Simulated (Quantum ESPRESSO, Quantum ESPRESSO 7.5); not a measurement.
**Thickness dependence of 1T-PtSe2**

What does each added layer of 1T-PtSe2 bring in screening, and what does it do to the gap?

Program: Quantum ESPRESSO 7.5. Level of theory: plane-wave DFT, PBE, GBRV ultrasoft pseudopotentials (geometry by pw.x at PBE-D3(BJ), GBRV ultrasoft). Results are calculated unless marked as measured.

### 1. Set-up

The cell holds 3 atoms: 2 Se and 1 Pt. Cell: a = 3.750 Å, b = 3.750 Å, c = 19.268 Å, α = 90.0°, β = 90.0°, γ = 120.0°. It derives from PtSe2. Vacuum lies along c.

### 2. Relaxing cell and ions, 1 layer

Cell and atoms are relaxed with a D3(BJ) correction; only the in-plane cell moves (cell_dofree = 2Dxy), and the cutoff is raised for the stress.

File n1.relax.in:

```
&control
  prefix = 'n1.relax'
  outdir = './out'
  pseudo_dir = './pseudo'
  nstep = 50
  forc_conv_thr = 0.0004
  calculation = 'vc-relax'
  etot_conv_thr = 1e-06
/
&system
  ibrav = 0
  nat = 3
  ntyp = 2
  ecutwfc = 50
  ecutrho = 250
  vdw_corr = 'grimme-d3'
  dftd3_version = 4
  occupations = 'smearing'
  smearing = 'fd'
  degauss = 0.004
/
&electrons
  conv_thr = 1e-09
  mixing_beta = 0.4
  electron_maxstep = 120
  mixing_mode = 'plain'
/
&ions
/
&cell
  cell_dofree = '2Dxy'
  press_conv_thr = 0.3
/
ATOMIC_SPECIES
  Se  78.9710  se_pbe_v1.uspp.F.UPF
  Pt  195.0840  pt_pbe_v1.4.uspp.F.UPF
CELL_PARAMETERS angstrom
  3.75000000000000 0.00000000000000 0.00000000000000
  -1.87500000000000 3.24759526419164 0.00000000000000
  0.00000000000000 0.00000000000000 19.26771779549397
ATOMIC_POSITIONS crystal
  Se  0.666666666667 0.333333333333 0.441152402699
  Pt  0.000000000000 0.000000000000 0.500000000000
  Se  0.333333333333 0.666666666667 0.558847597301
K_POINTS automatic
  12 12 1 0 0 0
```

Launch:

```console
$ OMP_NUM_THREADS=1 mpirun -n 4 pw.x -nk 4 -in n1.relax.in > n1.relax.out
```

The program printed:

```text
Program PWSCF v.7.5 starts
[citation notice left out]

     Parallel version (MPI & OpenMP), running on       4 processor cores
     Number of MPI processes:                 4
     Threads/MPI process:                     1

     MPI processes distributed on     1 nodes
[...]
Current dimensions of program PWSCF are:
     Max number of different atomic species (ntypx) = 10
     Max number of k-points (npk) =  40000
     Max angular momentum in pseudopotentials (lmaxx) =  4
     Message from routine setup:
     using ibrav=0 with symmetry is DISCOURAGED, use correct ibrav instead

     K-points division:     npool     =       4
     Subspace diagonalization in iterative solution of the eigenvalue problem:
     a serial algorithm will be used

     G-vector sticks info
     --------------------
     sticks:   dense  smooth     PW     G-vecs:    dense   smooth      PW
     Sum         859     685    199               105633    75535   12023

     Using Slab Decomposition

     bravais-lattice index     =            0
     lattice parameter (alat)  =       7.0865  a.u.
     unit-cell volume          =    1583.5072 (a.u.)^3
     number of atoms/cell      =            3
     number of atomic types    =            2
     number of electrons       =        28.00
     number of Kohn-Sham states=           18
     kinetic-energy cutoff     =      50.0000  Ry
     charge density cutoff     =     250.0000  Ry
     scf convergence threshold =      1.0E-09
     mixing beta               =       0.4000
     number of iterations used =            8  plain     mixing
     energy convergence thresh.=      1.0E-06
     force convergence thresh. =      4.0E-04
     press convergence thresh. =      3.0E-01
     Exchange-correlation=  SLA  PW   PBX  PBC
                           (   1   4   3   4   0   0   0)
     nstep                     =           50

     celldm(1)=   7.086473  celldm(2)=   0.000000  celldm(3)=   0.000000
     celldm(4)=   0.000000  celldm(5)=   0.000000  celldm(6)=   0.000000

     crystal axes: (cart. coord. in units of alat)
               a(1) = (   1.000000   0.000000   0.000000 )
               a(2) = (  -0.500000   0.866025   0.000000 )
               a(3) = (   0.000000   0.000000   5.138058 )

     reciprocal axes: (cart. coord. in units 2 pi/alat)
               b(1) = (  1.000000  0.577350 -0.000000 )
               b(2) = (  0.000000  1.154701  0.000000 )
               b(3) = (  0.000000 -0.000000  0.194626 )

     PseudoPot. # 1 for Se read from file:
     ./pseudo/se_pbe_v1.uspp.F.UPF
     Pseudo is Ultrasoft + core correction, Zval =  6.0
     Generated by new atomic code, or converted to UPF format
     Using radial grid of  877 points,  6 beta functions with:
                l(1) =   0
                l(2) =   0
                l(3) =   1
                l(4) =   1
                l(5) =   2
                l(6) =   2
     Q(r) pseudized with  8 coefficients,  rinner =    1.300   1.300   1.300
                                                       1.300   1.300

     PseudoPot. # 2 for Pt read from file:
     ./pseudo/pt_pbe_v1.4.uspp.F.UPF
     Pseudo is Ultrasoft + core correction, Zval = 16.0
     Generated by new atomic code, or converted to UPF format
     Using radial grid of  985 points,  6 beta functions with:
                l(1) =   0
                l(2) =   0
                l(3) =   1
                l(4) =   1
                l(5) =   2
                l(6) =   2
     Q(r) pseudized with  8 coefficients,  rinner =    1.300   1.300   1.300
                                                       1.300   1.300

     atomic species   valence    mass     pseudopotential
     Se                6.00    78.97100     Se( 1.00)
     Pt               16.00   195.08400     Pt( 1.00)

     12 Sym. Ops., with inversion, found

   Cartesian axes

     site n.     atom                  positions (alat units)
         1        Se     tau(   1) = (   0.5000000   0.2886751   2.2666667  )
         2        Pt     tau(   2) = (   0.0000000   0.0000000   2.5690290  )
         3        Se     tau(   3) = (  -0.0000000   0.5773503   2.8713914  )

     --------------------------------------------
     DFT-D3 Dispersion Correction (3-body terms):
     --------------------------------------------
       Reference C6 values for interpolation:

         atom   Coordination number   C6
         Se         0.000           427.35
         Se         0.990           427.57
         Se         1.981           421.05
         Pt         0.000           782.29
         Pt         1.919           692.72
         Pt         6.667           673.75

       Values used:

         atom   Coordination number  R0_AB[au]  C6      C8
         Se         3.893            3.332    421.05  29958.36
         Pt         6.059            3.168    673.75  70061.90
         Se         3.893            3.332    421.05  29958.36

         Molecular C6 ( Ry / a.u.^6 ) =      4482.81

     number of k points=    19  Fermi-Dirac smearing, width (Ry)=  0.0040
                       cart. coord. in units 2pi/alat
        k(    1) = (   0.0000000   0.0000000   0.0000000), wk =   0.0138889
        k(    2) = (   0.0000000   0.0962250   0.0000000), wk =   0.0833333
        k(    3) = (   0.0000000   0.1924501   0.0000000), wk =   0.0833333
        k(    4) = (   0.0000000   0.2886751   0.0000000), wk =   0.0833333
        k(    5) = (   0.0000000   0.3849002   0.0000000), wk =   0.0833333
        k(    6) = (   0.0000000   0.4811252   0.0000000), wk =   0.0833333
        k(    7) = (   0.0000000  -0.5773503   0.0000000), wk =   0.0416667
        k(    8) = (   0.0833333   0.1443376   0.0000000), wk =   0.0833333
        k(    9) = (   0.0833333   0.2405626   0.0000000), wk =   0.1666667
        k(   10) = (   0.0833333   0.3367877   0.0000000), wk =   0.1666667
[...]
k(   19) = (   0.3333333   0.5773503   0.0000000), wk =   0.0277778

     Dense  grid:   105633 G-vectors     FFT dimensions: (  36,  36, 192)

     Smooth grid:    75535 G-vectors     FFT dimensions: (  32,  32, 180)

     Estimated max dynamical RAM per process >     174.05 MB

     Estimated total dynamical RAM >     618.83 MB

     Initial potential from superposition of free atoms

     starting charge      27.4998, renormalised to      28.0000

     negative rho (up, down):  1.826E-01 0.000E+00
     Starting wfcs are   20 randomized atomic wfcs

     total cpu time spent up to now is        1.6 secs

     per-process dynamical memory:    88.1 Mb

     Self-consistent Calculation

[...]
Total force =     0.074987     Total SCF correction =     0.000018

     Computing stress (Cartesian axis) and pressure

     negative rho (up, down):  1.712E-01 0.000E+00
          total   stress  (Ry/bohr**3)                   (kbar)     P=       15.73
   0.00008710   0.00000000  -0.00000000           12.81        0.00       -0.00
  -0.00000000   0.00008710  -0.00000000           -0.00       12.81       -0.00
   0.00000000   0.00000000   0.00014655            0.00        0.00       21.56

     Energy error            =      1.3E-02 Ry
     Gradient error          =      5.3E-02 Ry/Bohr
     Cell gradient error     =      1.3E+01 kbar

     number of scf cycles    =   2
     number of bfgs steps    =   1

     enthalpy           old  =    -298.0269698935 Ry
     enthalpy           new  =    -298.0400672660 Ry

     CASE: enthalpy          _new < enthalpy          _old

     new trust radius        =       0.0902164686 bohr
     new conv_thr            =       0.0000000010 Ry

     new unit-cell volume =   1610.48064 a.u.^3 (   238.64861 Ang^3 )
     density =      2.45639 g/cm^3

CELL_PARAMETERS (angstrom)
   3.781803852   0.000000000   0.000000000
  -1.890901926   3.275138208   0.000000000
   0.000000000   0.000000000  19.267717795

ATOMIC_POSITIONS (crystal)
Se               0.6666666667        0.3333333333        0.4364221615
Pt              -0.0000000000       -0.0000000000        0.5000000000
Se               0.3333333333        0.6666666667        0.5635778385

[...]
NEW-OLD atomic charge density approx. for the potential
     New effective cutoffs (rho, wfc):  249.69   49.91

     negative rho (up, down):  1.712E-01 0.000E+00

     total cpu time spent up to now is       42.6 secs

     per-process dynamical memory:    93.3 Mb

     Self-consistent Calculation

     iteration #  1     ecut=    50.00 Ry     beta= 0.40
     Davidson diagonalization with overlap
     ethr =  1.00E-06,  avg # of iterations = 10.7

     negative rho (up, down):  1.712E-01 0.000E+00

     total cpu time spent up to now is       46.3 secs

     total energy              =    -298.04756632 Ry
     estimated scf accuracy    <       0.00033760 Ry

[...]
iteration #  8     ecut=    50.00 Ry     beta= 0.40
[...]
negative rho (up, down):  1.712E-01 0.000E+00

[...]
End of self-consistent calculation

[...]
the Fermi energy is    -0.9287 ev

!    total energy              =    -298.04761756 Ry
     estimated scf accuracy    <          1.4E-10 Ry
     smearing contrib. (-TS)   =      -0.00000014 Ry
     internal energy E=F+TS    =    -298.04761742 Ry

     The total energy is F=E-TS. E is the sum of the following terms:
     one-electron contribution =    -989.03390108 Ry
     hartree contribution      =     497.77838585 Ry
     xc contribution           =    -116.27665156 Ry
     ewald contribution        =     309.54834985 Ry
     DFT-D3 Dispersion         =      -0.06380048 Ry

     convergence has been achieved in   8 iterations

     negative rho (up, down):  1.712E-01 0.000E+00

     Forces acting on atoms (cartesian axes, Ry/au):

     atom    1 type  1   force =     0.00000000    0.00000000   -0.02546782
     atom    2 type  2   force =     0.00000000    0.00000000    0.00000000
     atom    3 type  1   force =     0.00000000    0.00000000    0.02546782

     Total force =     0.036017     Total SCF correction =     0.000021

     Computing stress (Cartesian axis) and pressure

     negative rho (up, down):  1.712E-01 0.000E+00
          total   stress  (Ry/bohr**3)                   (kbar)     P=        3.52
  -0.00000013  -0.00000000  -0.00000000           -0.02       -0.00       -0.00
   0.00000000  -0.00000013  -0.00000000            0.00       -0.02       -0.00
   0.00000000   0.00000000   0.00007210            0.00        0.00       10.61

     Energy error            =      7.6E-03 Ry
     Gradient error          =      2.5E-02 Ry/Bohr
     Cell gradient error     =      1.9E-02 kbar

     number of scf cycles    =   3
     number of bfgs steps    =   2

     enthalpy           old  =    -298.0400672660 Ry
     enthalpy           new  =    -298.0476175619 Ry

     CASE: enthalpy          _new < enthalpy          _old

     new trust radius        =       0.0765154979 bohr
     new conv_thr            =       0.0000000006 Ry

     new unit-cell volume =   1614.81882 a.u.^3 (   239.29146 Ang^3 )
     density =      2.44979 g/cm^3

CELL_PARAMETERS (angstrom)
   3.786893982   0.000000000   0.000000000
  -1.893446991   3.279546390   0.000000000
   0.000000000   0.000000000  19.267717795

ATOMIC_POSITIONS (crystal)
Se               0.6666666667        0.3333333333        0.4343207056
Pt              -0.0000000000       -0.0000000000        0.5000000000
Se               0.3333333333        0.6666666667        0.5656792944

[...]
NEW-OLD atomic charge density approx. for the potential
     New effective cutoffs (rho, wfc):  249.68   49.90

     negative rho (up, down):  1.713E-01 0.000E+00

     total cpu time spent up to now is       61.4 secs

     per-process dynamical memory:    93.3 Mb

[...]
!    total energy              =    -298.04986170 Ry
[...]
Total force =     0.007987     Total SCF correction =     0.000020
[...]
number of bfgs steps    =   3
[...]
new trust radius        =       0.0212110301 bohr
[...]
!    total energy              =    -298.05024366 Ry
[...]
Total force =     0.002564     Total SCF correction =     0.000003
[...]
number of bfgs steps    =   4
[...]
new trust radius        =       0.0233321331 bohr
[...]
!    total energy              =    -298.05077089 Ry
[...]
Total force =     0.001663     Total SCF correction =     0.000001
[...]
number of bfgs steps    =   5
[...]
new trust radius        =       0.0349981997 bohr
[...]
!    total energy              =    -298.05142136 Ry
[...]
Total force =     0.004629     Total SCF correction =     0.000004
[...]
number of bfgs steps    =   6
[...]
new trust radius        =       0.0524972995 bohr
[...]
!    total energy              =    -298.05207097 Ry
[...]
Total force =     0.005623     Total SCF correction =     0.000016
[...]
number of bfgs steps    =   7
[...]
new trust radius        =       0.0521435075 bohr
[...]
!    total energy              =    -298.05234211 Ry
[...]
Total force =     0.003167     Total SCF correction =     0.000005
[...]
number of bfgs steps    =   8
[...]
new trust radius        =       0.0045162423 bohr
[...]
!    total energy              =    -298.05235915 Ry
[...]
Total force =     0.001304     Total SCF correction =     0.000008
[...]
number of bfgs steps    =   9
[...]
new trust radius        =       0.0045550615 bohr
[...]
!    total energy              =    -298.05236294 Ry
[...]
Total force =     0.000010     Total SCF correction =     0.000005
[...]
number of bfgs steps    =  10
[...]
new trust radius        =       0.0002635694 bohr
[...]
Self-consistent Calculation

     iteration #  1     ecut=    50.00 Ry     beta= 0.40
[...]
Diagonalizing with lowered threshold

[...]
[key lines of the parts left out:]
the Fermi energy is    -0.7555 ev
convergence has been achieved in   7 iterations
```

It took 4.1 min on 4 MPI ranks of Arm Neoverse V1, shared host; peak memory 0.8 GiB.

The steps of the relaxation:

| step | energy less that of the first step (eV) | largest force (eV/Å) | volume (Å³) |
| --- | --- | --- | --- |
| 1 | 0.0000 | 2.1087 | 234.65 |
| 2 | -0.1782 | 1.3633 | 236.88 |
| 3 | -0.2809 | 0.6548 | 238.65 |
| 4 | -0.3115 | 0.1452 | 239.29 |
| 5 | -0.3167 | 0.0466 | 238.71 |
| 6 | -0.3238 | 0.0302 | 237.43 |
| 7 | -0.3327 | 0.0842 | 235.36 |
| 8 | -0.3415 | 0.1022 | 232.27 |
| 9 | -0.3452 | 0.0576 | 229.22 |
| 10 | -0.3454 | 0.0237 | 229.11 |
| 11 | -0.3455 | 0.0002 | 229.20 |
| 12 | -0.3455 | 0.0000 | 229.22 |
| 13 | -0.3451 | 0.0001 | 229.22 |

| cell as run | before | after | change |
| --- | --- | --- | --- |
| a (Å) | 3.750 | 3.706 | -1.2 % |
| b (Å) | 3.750 | 3.706 | -1.2 % |

The atoms that moved most (Å, along periodic axes as changes of fractional coordinates times the final cell, across vacuum about the mean position):

| atom | dx | dy | dz | length |
| --- | --- | --- | --- | --- |
| Se1 | 0.000 | 0.000 | -0.189 | 0.189 |
| Se3 | 0.000 | 0.000 | 0.189 | 0.189 |

The relaxed structure:

```xyz
3
Lattice="3.7063 0.0000 0.0000 -1.8532 3.2098 0.0000 0.0000 0.0000 19.2677" Properties=species:S:1:pos:R:3
Se    1.8532    1.0699    8.3110
Pt    0.0000    0.0000    9.6339
Se    0.0000    2.1398   10.9567
```

 The last row is no step: it is a fresh SCF in the final cell with a new plane-wave basis, +0 meV from the row before.

This step gave:

| Property | Result |
| --- | --- |
| free energy | -4055.2086 eV |
| Fermi energy | -0.7557 eV |

[end of part 1 of 7]

[Logs are printed without paths, hosts, clocks, repeated set-up lines and the standing remarks that a program may print on its own settings, such as how far it seeks lower states.]

[Hosts, paths, dates, database ids (printed as entryN), source tags and the programs' standing remarks are cut or masked in the printed files.]

[Maps of the electrostatic potential energy from Ansatz leave out the sawtooth potential of an applied field or a dipole correction, so their vacuum need not be flat; planar profiles and work functions include it.]
